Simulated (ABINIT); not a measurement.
## Diamond (Fd-3m, 2 atoms a cell): G0W0 in ABINIT against the screening cutoff in the self-energy

How does the gap of Diamond (Fd-3m, 2 atoms a cell) converge in the screening cutoff in the self-energy?

Program: ABINIT 10.8.3. Level of theory: PBE and many-body steps on it, plane waves. Results are calculated unless marked as measured.

## (1) Starting point

It takes space group Fd-3m (No. 227, cubic). The conventional cell has a = 3.567 Å, b = 3.567 Å, c = 3.567 Å, α = 90.00°, β = 90.00°, γ = 90.00°. Nearest to C lie 4 C at 1.54 Å.

The cell and positions come from the Crystallography Open Database and are kept as given unless a step says otherwise.

## (2) Screening, 8×8×8 mesh, 210 bands, screening to 435.4 eV

This step: ABINIT 10.8.3; RPA screening on PBE, plane waves, norm-conserving pseudopotentials.

The RPA dielectric matrix is built and inverted for each q.

The input, run.abi:

```
acell 3*1.0 Angstrom
rprim 
  -0.000000000000 1.783370000000 1.783370000000
  1.783370000000 -0.000000000000 1.783370000000
  1.783370000000 1.783370000000 0.000000000000
ntypat 1
znucl 6
natom 2
typat 1 1
xred 
  -0.000000000000 0.000000000000 0.000000000000
  0.250000000000 0.250000000000 0.250000000000
pp_dirpath "pseudos"
pseudos "C.upf"
ecut 37
ngkpt 8 8 8
nshiftk 1
shiftk 0 0 0
kptopt 1
chksymbreak 0
istwfk *1
occopt 1
irdwfk 1
optdriver 3
nband 210
ecuteps 16
inclvkb 2
awtr 1
symchi 1
indata_prefix "in"
outdata_prefix "out"
tmpdata_prefix "tmp"
```

Run with:

```sh
$ OMP_NUM_THREADS=1 mpirun -n 8 abinit run.abi > log
```

Log:

```text
.Version 10.8.3 of ABINIT. v10.8.2 released Aug 2026.

 Symmetries : space group Fd -3 m (#227); Bravais cF (face-center cubic)
[... echo of the input left out ...]
== DATASET  1 ==================================================================
-   mpi_nproc: 8, omp_nthreads: 1 (-1 if OMP is not activated)

--- !DatasetInfo
iteration_state: {dtset: 1, }
dimensions: {natom: 2, nkpt: 29, mband: 210, nsppol: 1, nspinor: 1, nspden: 1, mpw: 869, }
cutoff_energies: {ecut:  37.0, pawecutdg:  -1.0, }
electrons: {nelect:   8.00000000E+00, charge:   0.00000000E+00, occopt:   1.00000000E+00, tsmear:   1.00000000E-02, }

 SCREENING: Calculation of the susceptibility and dielectric matrices

 Based on a program developped by R.W. Godby, V. Olevano, G. Onida, and L. Reining.
 Incorporated in ABINIT by V. Olevano, G.-M. Rignanese, and M. Torrent.
.Using double precision arithmetic ; gwpc =  8

[... cell and pseudopotentials left out ...]
--------------------------------------------------------------------------------

 ==== K-mesh for the wavefunctions ====
 Number of points in the irreducible wedge :    29
[... list of points left out ...]
 Together with 48 symmetry operations and time-reversal symmetry
 yields   512 points in the full Brillouin Zone.

 ==== Q-mesh for the screening function ====
 Number of points in the irreducible wedge :    29
[... list of points left out ...]
 Together with 48 symmetry operations and time-reversal symmetry
 yields   512 points in the full Brillouin Zone.

 setmesh: FFT mesh size selected  =    24x   24x   24
          total number of points  =        13824

 vcoul_init : cutoff-mode = AUXILIARY_FUNCTION
 q-points for optical limit:   1
     1)      0.000010    0.000020    0.000030

- screening: taking advantage of time-reversal symmetry
- Maximum band index for partially occupied states nbvw = 4
- Remaining bands to be divided among processors   nbcw = 206
- Number of bands treated by each node ~25

 Number of electrons calculated from density =    8.0000; Expected =    8.0000
 average of density, n =  0.104505
 r_s =    1.3170
 omega_plasma =   31.1835 [eV]

 calculating chi0 at frequencies [eV] :
  1    0.000000E+00    0.000000E+00
  2    0.000000E+00    3.118352E+01

--------------------------------------------------------------------------------
  q-point number  1        q = ( 0.000000, 0.000000, 0.000000) [r.l.u.]
--------------------------------------------------------------------------------
[... chi0 elements left out ...]
 For q-point:  0.000010 0.000020 0.000030
  dielectric constant =   5.5091
  dielectric constant without local fields =   5.9491

  Average fulfillment of the sum rule on Im[epsilon] for q-point    1 :     99.09  [%]
[... wings left out ...]
  q-point number  2        q = ( 0.125000, 0.000000, 0.000000) [r.l.u.]
--------------------------------------------------------------------------------
[... chi0 elements left out ...]
  Average fulfillment of the sum rule on Im[epsilon] for q-point    2 :    100.81  [%]

 [... 27 further q-points ...]
```

Run time: 4.2 min. Hardware: 8 MPI ranks of Arm Neoverse V1, shared host; peak memory 3 GiB.

This step gave:

- ε∞ with local fields, on this mesh, along the program's q direction: 5.509
- the same without local fields: 5.949
- plasma frequency: 31.18 eV
- plane waves in the screening matrix: 259

Local fields lower ε∞ by 7 %.

## (3) 1.6 Ha

This step: G0W0 on PBE, plane waves, norm-conserving pseudopotentials.

run.abi: that of step 2 with these lines changed.

```diff
@@ -23,8 +23,17 @@
 irdwfk 1
-optdriver 3
+optdriver 4
 nband 210
-ecuteps 16
-inclvkb 2
-awtr 1
-symchi 1
+gwcalctyp 0
+ecutsigx 37
+symsigma 1
+nkptgw 2
+kptgw 
+  0.0000000000 0.0000000000 0.0000000000
+  0.3750000000 0.3750000000 0.0000000000
+bdgw 
+  2 7
+  3 6
+ecuteps 1.6
+irdscr 1
+ppmodel 1
 indata_prefix "in"
```

Log:

```text
.Version 10.8.3 of ABINIT. v10.8.2 released Aug 2026.

 Symmetries : space group Fd -3 m (#227); Bravais cF (face-center cubic)
[... echo of the input left out ...]
== DATASET  1 ==================================================================
-   mpi_nproc: 8, omp_nthreads: 1 (-1 if OMP is not activated)

--- !DatasetInfo
iteration_state: {dtset: 1, }
dimensions: {natom: 2, nkpt: 29, mband: 210, nsppol: 1, nspinor: 1, nspden: 1, mpw: 869, }
cutoff_energies: {ecut:  37.0, pawecutdg:  -1.0, }
electrons: {nelect:   8.00000000E+00, charge:   0.00000000E+00, occopt:   1.00000000E+00, tsmear:   1.00000000E-02, }

 SIGMA: Calculation of the GW corrections

 Based on a program developped by R.W. Godby, V. Olevano, G. Onida, and L. Reining.
 Incorporated in ABINIT by V. Olevano, G.-M. Rignanese, and M. Torrent.
.Using double precision arithmetic ; gwpc =  8

[... cell and pseudopotentials left out ...]
--------------------------------------------------------------------------------

 ==== K-mesh for the wavefunctions ====
 Number of points in the irreducible wedge :    29
[... list of points left out ...]
 Together with 48 symmetry operations and time-reversal symmetry
 yields   512 points in the full Brillouin Zone.

 ==== Q-mesh for screening function ====
 Number of points in the irreducible wedge :    29
[... list of points left out ...]
 Together with 48 symmetry operations and time-reversal symmetry
 yields   512 points in the full Brillouin Zone.

 vcoul_init : cutoff-mode = AUXILIARY_FUNCTION
 q-points for optical limit:   1
     1)      0.000010    0.000020    0.000030
 setmesh: FFT mesh size selected  =    32x   32x   32
          total number of points  =        32768

 Number of electrons calculated from density =    8.0000; Expected =    8.0000
 average of density, n =  0.104505
 r_s =    1.3170
 omega_plasma =   31.1835 [eV]

 === KS Band Gaps ===
  >>>> For spin  1
   Minimum direct gap =   5.6255 [eV], located at k-point      :   0.0000  0.0000  0.0000
   Fundamental gap    =   4.1901 [eV], Top of valence bands at :   0.0000  0.0000  0.0000
                                       Bottom of conduction at :   0.3750  0.3750  0.0000
 SIGMA fundamental parameters:
 PLASMON POLE MODEL  1
 number of plane-waves for SigmaX                  869
 number of plane-waves for SigmaC and W              9
 number of plane-waves for wavefunctions           869
 number of bands                                   210
 number of independent spin polarizations            1
 number of spinorial components                      1
 number of k-points in IBZ                          29
 number of q-points in IBZ                          29
 number of symmetry operations                      48
 number of k-points in BZ                          512
 number of q-points in BZ                          512
 number of frequencies for dSigma/dE                 9
 frequency step for dSigma/dE [eV]                0.25
 number of omega for Sigma on real axis              0
 max omega for Sigma on real axis  [eV]           0.00
 zcut for avoiding poles [eV]                     0.10

 EPSILON^-1 parameters (SCR file):
 dimension of the eps^-1 matrix on file            259
 dimension of the eps^-1 matrix used                 9
 number of plane-waves for wavefunctions           869
 number of bands                                   210
 number of q-points in IBZ                          29
 number of frequencies                               2
 number of real frequencies                          1
 number of imag frequencies                          1

 matrix elements of self-energy operator (all in [eV])

 Perturbative Calculation

--- !SelfEnergy_ee
iteration_state: {dtset: 1, }
kpoint     : [   0.000,    0.000,    0.000, ]
spin       : 1
KS_gap     :    5.626
QP_gap     :    7.300
Delta_QP_KS:    1.675
data: !SigmaeeData |
     Band     E0 <VxcDFT>   SigX SigC(E0)      Z dSigC/dE  Sig(E)    E-E0       E
        2  10.293 -16.962 -19.293   2.438   0.856  -0.168 -16.871   0.092  10.385
        3  10.293 -16.962 -19.293   2.438   0.856  -0.168 -16.871   0.092  10.385
        4  10.293 -16.962 -19.293   2.438   0.856  -0.168 -16.871   0.092  10.385
        5  15.918 -15.643  -9.539  -4.040   0.856  -0.168 -13.876   1.767  17.685
        6  15.918 -15.643  -9.539  -4.040   0.856  -0.168 -13.876   1.767  17.685
        7  15.918 -15.643  -9.539  -4.040   0.856  -0.168 -13.876   1.767  17.685

--- !SelfEnergy_ee
iteration_state: {dtset: 1, }
kpoint     : [   0.375,    0.375,    0.000, ]
spin       : 1
KS_gap     :    9.944
QP_gap     :   11.487
Delta_QP_KS:    1.543
data: !SigmaeeData |
     Band     E0 <VxcDFT>   SigX SigC(E0)      Z dSigC/dE  Sig(E)    E-E0       E
        3   4.539 -15.969 -20.469   3.904   0.838  -0.193 -16.468  -0.500   4.039
        4   4.539 -15.969 -20.469   3.904   0.838  -0.193 -16.468  -0.500   4.039
        5  14.483 -14.094  -8.673  -4.208   0.860  -0.163 -13.051   1.044  15.526
        6  17.096 -13.238  -7.304  -4.724   0.859  -0.165 -12.199   1.039  18.136

== END DATASET(S) ==============================================================
================================================================================

 -outvars: echo values of variables after computation  --------
           etotal      0.0000000000E+00
            nband         210
             nkpt          29
          spgroup         227
 [... the other variables as echoed above ...]

 Calculation completed.
```

Elapsed: 3.1 s, on 8 MPI ranks; peak memory 1.4 GiB.

This step gave:

| Item | Value |
| --- | --- |
| G0W0 gap on the points computed | 5.141 eV |
| starting gap on the mesh | 4.190 eV |
| k of the valence top | 0, 0, 0 |
| k of the conduction bottom | 0.375, 0.375, 0 |
| Z at the valence top | 0.856 |
| Z at the conduction bottom | 0.86 |
| least direct G0W0 gap on the computed points | 7.300 eV |

## (4) 3.2 Ha

run.abi: that of step 3 with these lines changed.

```diff
@@ -35,3 +35,3 @@
   3 6
-ecuteps 1.6
+ecuteps 3.2
 irdscr 1
```

Log:

```text
.Version 10.8.3 of ABINIT. v10.8.2 released Aug 2026.

 Symmetries : space group Fd -3 m (#227); Bravais cF (face-center cubic)
[... echo of the input left out ...]
== DATASET  1 ==================================================================
-   mpi_nproc: 8, omp_nthreads: 1 (-1 if OMP is not activated)

--- !DatasetInfo
iteration_state: {dtset: 1, }
dimensions: {natom: 2, nkpt: 29, mband: 210, nsppol: 1, nspinor: 1, nspden: 1, mpw: 869, }
cutoff_energies: {ecut:  37.0, pawecutdg:  -1.0, }
electrons: {nelect:   8.00000000E+00, charge:   0.00000000E+00, occopt:   1.00000000E+00, tsmear:   1.00000000E-02, }

 SIGMA: Calculation of the GW corrections

 Based on a program developped by R.W. Godby, V. Olevano, G. Onida, and L. Reining.
 Incorporated in ABINIT by V. Olevano, G.-M. Rignanese, and M. Torrent.
.Using double precision arithmetic ; gwpc =  8

[... cell and pseudopotentials left out ...]
--------------------------------------------------------------------------------

 ==== K-mesh for the wavefunctions ====
 Number of points in the irreducible wedge :    29
[... list of points left out ...]
 Together with 48 symmetry operations and time-reversal symmetry
 yields   512 points in the full Brillouin Zone.

 ==== Q-mesh for screening function ====
 Number of points in the irreducible wedge :    29
[... list of points left out ...]
 Together with 48 symmetry operations and time-reversal symmetry
 yields   512 points in the full Brillouin Zone.

 vcoul_init : cutoff-mode = AUXILIARY_FUNCTION
 q-points for optical limit:   1
     1)      0.000010    0.000020    0.000030
 setmesh: FFT mesh size selected  =    32x   32x   32
          total number of points  =        32768

 Number of electrons calculated from density =    8.0000; Expected =    8.0000
[...]
number of omega for Sigma on real axis              0
 max omega for Sigma on real axis  [eV]           0.00
 zcut for avoiding poles [eV]                     0.10

 EPSILON^-1 parameters (SCR file):
 dimension of the eps^-1 matrix on file            259
 dimension of the eps^-1 matrix used                15
 number of plane-waves for wavefunctions           869
 number of bands                                   210
 number of q-points in IBZ                          29
 number of frequencies                               2
 number of real frequencies                          1
 number of imag frequencies                          1

 matrix elements of self-energy operator (all in [eV])

 Perturbative Calculation

--- !SelfEnergy_ee
iteration_state: {dtset: 1, }
kpoint     : [   0.000,    0.000,    0.000, ]
spin       : 1
KS_gap     :    5.626
QP_gap     :    7.219
Delta_QP_KS:    1.593
data: !SigmaeeData |
     Band     E0 <VxcDFT>   SigX SigC(E0)      Z dSigC/dE  Sig(E)    E-E0       E
        2  10.293 -16.962 -19.293   2.137   0.842  -0.188 -17.125  -0.162  10.130
        3  10.293 -16.962 -19.293   2.137   0.842  -0.188 -17.125  -0.162  10.130
        4  10.293 -16.962 -19.293   2.137   0.842  -0.188 -17.125  -0.162  10.130
[...]
--- !SelfEnergy_ee
iteration_state: {dtset: 1, }
kpoint     : [   0.375,    0.375,    0.000, ]
spin       : 1
KS_gap     :    9.944
QP_gap     :   11.462
Delta_QP_KS:    1.518
data: !SigmaeeData |
     Band     E0 <VxcDFT>   SigX SigC(E0)      Z dSigC/dE  Sig(E)    E-E0       E
[...]
5  14.483 -14.094  -8.673  -4.430   0.850  -0.176 -13.251   0.843  15.326
        6  17.096 -13.238  -7.304  -5.034   0.850  -0.177 -12.473   0.766  17.862

== END DATASET(S) ==============================================================
================================================================================

 -outvars: echo values of variables after computation  --------
           etotal      0.0000000000E+00
            nband         210
             nkpt          29
          spgroup         227
 [... the other variables as echoed above ...]

 Calculation completed.
```

It took 3.1 s on 8 MPI ranks; peak memory 1.4 GiB.

This step gave:

| Property | Result |
| --- | --- |
| G0W0 gap on the points computed | 5.196 eV |
| starting gap on the mesh | 4.190 eV |
| k of the valence top | 0, 0, 0 |
| k of the conduction bottom | 0.375, 0.375, 0 |
| Z at the valence top | 0.842 |
| Z at the conduction bottom | 0.85 |
| least direct G0W0 gap on the computed points | 7.219 eV |

## (5) 5.6 Ha

The self-energy is evaluated for the states that the input lists, and the levels follow from it, in one-shot runs by the linearised quasiparticle equation.

run.abi: that of step 4 with these lines changed.

```diff
@@ -35,3 +35,3 @@
   3 6
-ecuteps 3.2
+ecuteps 5.6
 irdscr 1
```

Log:

```text
.Version 10.8.3 of ABINIT. v10.8.2 released Aug 2026.

 Symmetries : space group Fd -3 m (#227); Bravais cF (face-center cubic)
[... echo of the input left out ...]
== DATASET  1 ==================================================================
-   mpi_nproc: 8, omp_nthreads: 1 (-1 if OMP is not activated)

--- !DatasetInfo
iteration_state: {dtset: 1, }
dimensions: {natom: 2, nkpt: 29, mband: 210, nsppol: 1, nspinor: 1, nspden: 1, mpw: 869, }
cutoff_energies: {ecut:  37.0, pawecutdg:  -1.0, }
[...]
Band     E0 <VxcDFT>   SigX SigC(E0)      Z dSigC/dE  Sig(E)    E-E0       E
[...]
5  14.483 -14.094  -8.673  -4.783   0.842  -0.187 -13.556   0.538  15.021
        6  17.096 -13.238  -7.304  -5.321   0.843  -0.186 -12.721   0.517  17.613

== END DATASET(S) ==============================================================
================================================================================

 -outvars: echo values of variables after computation  --------
           etotal      0.0000000000E+00
            nband         210
             nkpt          29
          spgroup         227
 [... the other variables as echoed above ...]

 Calculation completed.
```

It took 5.5 s on 8 MPI ranks; peak memory 1.5 GiB; 43 s of CPU time.

This step gave:

```
G0W0 gap on the points computed              : 5.444 eV
starting gap on the mesh                     : 4.190 eV
k of the valence top                         : 0, 0, 0
k of the conduction bottom                   : 0.375, 0.375, 0
least direct G0W0 gap on the computed points : 7.353 eV
```

The gap on the mesh goes from 4.19 eV to 5.44 eV, a correction of +1.25 eV.

(Continued in part 2 of 2.)

[Paths, hosts, dates, memory and timing lines, banners, echoed tables and standing remarks are left out of the program output.]

[Logs are printed without paths, hosts, clocks, repeated set-up lines and the standing remarks that a program may print on its own settings, such as how far it seeks lower states.]

[Runs of the session that timed out or met a known fault of the program may be left out.]

[No measured gap is set beside runs whose start may be inverted or whose files or cutoffs have a known fault.]

[Hosts, paths, dates, database ids (printed as entryN), source tags and the programs' standing remarks are cut or masked in the printed files.]

[G0W0 gaps are taken among the corrected bands and points alone; a level outside them can change the order at an edge.]

[Where Ansatz stands beside ABINIT at settings called matched, ABINIT's density can come from a denser mesh and the files from another edition; pairs whose starting gaps differed by over 0.03 eV were left out, so agreement reads better than it is.]
